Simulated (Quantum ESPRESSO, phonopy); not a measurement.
# GaP (F-43m): phonons against volume, part 3 of 3

Aim: how the vibrations of GaP shift with volume, and the expansion that follows.

Measurements to reproduce:
- volume expansion coefficient 15.9 1e-6/K, heat capacity C_P per formula unit 44.2 J/mol/K and bulk modulus 88.7 GPa near room temperature (given in “High-Throughput Prediction of Finite-Temperature Properties using the Quasi-Harmonic Approximation”, 2016, arXiv:1603.06924)

Quantum ESPRESSO 7.5; DFT PBE+D3(BJ), scalar-relativistic, plane waves, GBRV ultrasoft pseudopotentials.

So far. Step 35 (Lattice dynamics at this volume, V/V0 1.05): The time given is that of the 2 pw.x runs on displaced cells behind this step.

**36. How the modes move with volume (continued)**

Grüneisen at points, by row:

| point | branch | frequency (cm⁻¹) | mode Grüneisen parameter |
| --- | --- | --- | --- |
| Γ | 4 | 361.1 | 1.21 |
| Γ | 6 | 393.9 | 1.05 |
| X | 1 | 98.4 | -1.17 |
| X | 3 | 251.2 | 0.97 |
| X | 4 | 360.4 | 1.47 |
| X | 6 | 364.8 | 1.19 |
| U | 1 | 93.5 | -1.21 |
| U | 2 | 149 | -0.2 |
| U | 3 | 228.1 | 1.07 |
| U | 4 | 348.4 | 1.23 |
| U | 5 | 359.9 | 1.44 |
| U | 6 | 374.5 | 1.43 |
| K | 1 | 93.5 | -1.21 |
| K | 2 | 149 | -0.2 |
| K | 3 | 228.1 | 1.07 |
| K | 4 | 348.4 | 1.23 |
| K | 5 | 359.9 | 1.44 |
| K | 6 | 374.5 | 1.43 |
| L | 1 | 76.5 | -1.28 |
| L | 3 | 232.4 | 0.82 |
| L | 4 | 359.5 | 1.37 |
| L | 6 | 369.2 | 1.28 |
| W | 1 | 117.7 | -0.34 |
| W | 2 | 149.1 | -0.46 |
| W | 3 | 221 | 1.19 |
| W | 4 | 344.2 | 1.2 |
| W | 5 | 363.7 | 1.47 |
| W | 6 | 373.7 | 1.44 |

The printed pressures lie 0.46 GPa below −dE/dV of the same runs on average, in a series that spans 6.5 GPa: energy and stress disagree, as they do when the basis is incomplete, so the pressures are not converged.

**37. Free-energy fit**

Numbers from this step:

| Property | Result |
| --- | --- |
| volume expansion coefficient at 300 K | 11.85 1e-6/K |
| isothermal bulk modulus at 300 K | 80.4 GPa |
| C_P at 300 K | 21.85 J/mol-atom/K |
| Grüneisen parameter at 300 K | 0.534 |

Energy (each curve on its own zero) against volume; values in meV/atom:

| volume (Å³/atom) | static | F at 0 K | F at 300 K | F at 900 K |
| --- | --- | --- | --- | --- |
| 19.482 | 6.81 | 8.62 | 9.04 | 12.2 |
| 19.783 | 2.11 | 3.19 | 3.51 | 5.53 |
| 20.084 | 0 | 0.38 | 0.55 | 1.4 |
| 20.386 | 0.34 | 0.01 | -0.01 | -0.45 |
| 20.687 | 2.83 | 1.81 | 1.55 | -0.25 |
| 21.089 | 9.45 | 7.52 | 6.88 | 3.13 |

Phonopy-qha, vinet fit of F(V) at each temperature; no electronic free energy. Qha vinet, by row:

| T (K) | fitted volume (Å³/atom) | alpha_V (1e-6/K) | B_T (GPa) | C_P (J/mol-atom/K) | Grueneisen |
| --- | --- | --- | --- | --- | --- |
| 100 | 20.28 | 0.11 | 82.1 | 11.09 | 0.01001 |
| 150 | 20.29 | 4.67 | 81.75 | 15.79 | 0.2953 |
| 200 | 20.29 | 8.1 | 81.32 | 18.82 | 0.4282 |
| 250 | 20.3 | 10.35 | 80.87 | 20.68 | 0.4958 |
| 300 | 20.31 | 11.85 | 80.4 | 21.85 | 0.5344 |
| 350 | 20.33 | 12.89 | 79.92 | 22.63 | 0.5588 |
| 400 | 20.34 | 13.65 | 79.43 | 23.16 | 0.5754 |
| 450 | 20.35 | 14.24 | 78.94 | 23.55 | 0.5876 |
| 500 | 20.37 | 14.72 | 78.44 | 23.84 | 0.597 |
| 550 | 20.38 | 15.12 | 77.94 | 24.05 | 0.6046 |
| 600 | 20.4 | 15.47 | 77.44 | 24.23 | 0.611 |
| 650 | 20.41 | 15.78 | 76.93 | 24.37 | 0.6165 |
| 700 | 20.43 | 16.07 | 76.42 | 24.48 | 0.6215 |
| 750 | 20.45 | 16.33 | 75.91 | 24.58 | 0.6259 |
| 800 | 20.46 | 16.58 | 75.4 | 24.66 | 0.6301 |
| 850 | 20.48 | 16.83 | 74.88 | 24.74 | 0.634 |

The volume expansion coefficient, phonopy-qha, Vinet by temperature:

temperature (K), volume expansion coefficient, phonopy-qha, Vinet (1e-6/K) and a bar from the least value:
```
       75       -1.8 
      100        0.1 ###
      125        2.5 #######
      150        4.7 ##########
      175        6.6 #############
      225        9.3 ##################
      250       10.3 ###################
      275       11.2 #####################
      300       11.8 ######################
      325       12.4 #######################
      350       12.9 #######################
      375       13.3 ########################
      400       13.7 #########################
      425       14.0 #########################
      450       14.2 ##########################
      500       14.7 ##########################
      525       14.9 ###########################
      550       15.1 ###########################
      575       15.3 ###########################
      600       15.5 ############################
      625       15.6 ############################
      650       15.8 ############################
      675       15.9 ############################
      700       16.1 #############################
      725       16.2 #############################
      775       16.5 #############################
      800       16.6 #############################
      825       16.7 ##############################
      850       16.8 ##############################
      875       16.9 ##############################
```

The fit gives a volume expansion of 11.8 × 10⁻⁶/K at 300 K.

**38. Summary of results**

| Item | Value |
| --- | --- |
| volume expansion coefficient at 300 K | 11.85 1e-6/K |
| isothermal bulk modulus at 300 K | 80.4 GPa |
| C_P at 300 K | 21.85 J/mol-atom/K |
| Grüneisen parameter at 300 K | 0.534 |
| mean mode Grüneisen parameter at 300 K | 0.494 |

In words: Near room temperature GaP expands by 11.8 × 10⁻⁶/K in volume by PBE+D3(BJ), with C_P = 21.9 J/(mol K) per mole of atoms and B_T = 80.4 GPa. The q-mesh is coarse, and the expansion can converge slowly with it. C_P at room temperature is 88 % of the classical 3R an atom, so the stiffest modes are still partly frozen out. A measured volume expansion coefficient near room temperature is 15.9 1e-6/K (arXiv:1603.06924); the calculated 11.8 1e-6/K differs by -25 %. A measured bulk modulus near room temperature is 88.7 GPa (arXiv:1603.06924); the calculated 80.4 GPa differs by -9 %. The table does not say whether its value is isothermal or adiabatic. A measured heat capacity per formula unit near room temperature is 44.2 J/mol/K (arXiv:1603.06924); the calculated 43.7 J/mol/K differs by -1 %. The heat-capacity-weighted Grüneisen parameter goes from -0.62 at 50 K to 0.571 at 800 K; 33 % of the modes stiffen on expansion. Weighting γ by the density of states and each mode's heat capacity at 300 K, the lowest third of the frequency range (cuts at 130 and 270 cm⁻¹) pulls the cell inward, while the rest pushes it outward. Among the labelled points γ is largest for branch 4 at X (360 cm⁻¹, 1.5) and most negative for branch 1 at L (76.5 cm⁻¹, -1.3). The supercell is small: only its own wavevectors are exact, and branches between them are interpolated and can be misplaced. The printed pressures lie 0.46 GPa below −dE/dV of the same runs on average, in a series that spans 6.5 GPa: energy and stress disagree, as they do when the basis is incomplete, so the pressures are not converged.

[Logs are printed without paths, hosts, clocks, repeated set-up lines and the standing remarks that a program may print on its own settings, such as how far it seeks lower states.]

[Hosts, paths, dates, database ids (printed as entryN), source tags and the programs' standing remarks are cut or masked in the printed files.]

[A step with changed settings may run another functional than the one named; its input shows which.]

[Of the runs on displaced cells, only some may be shown.]
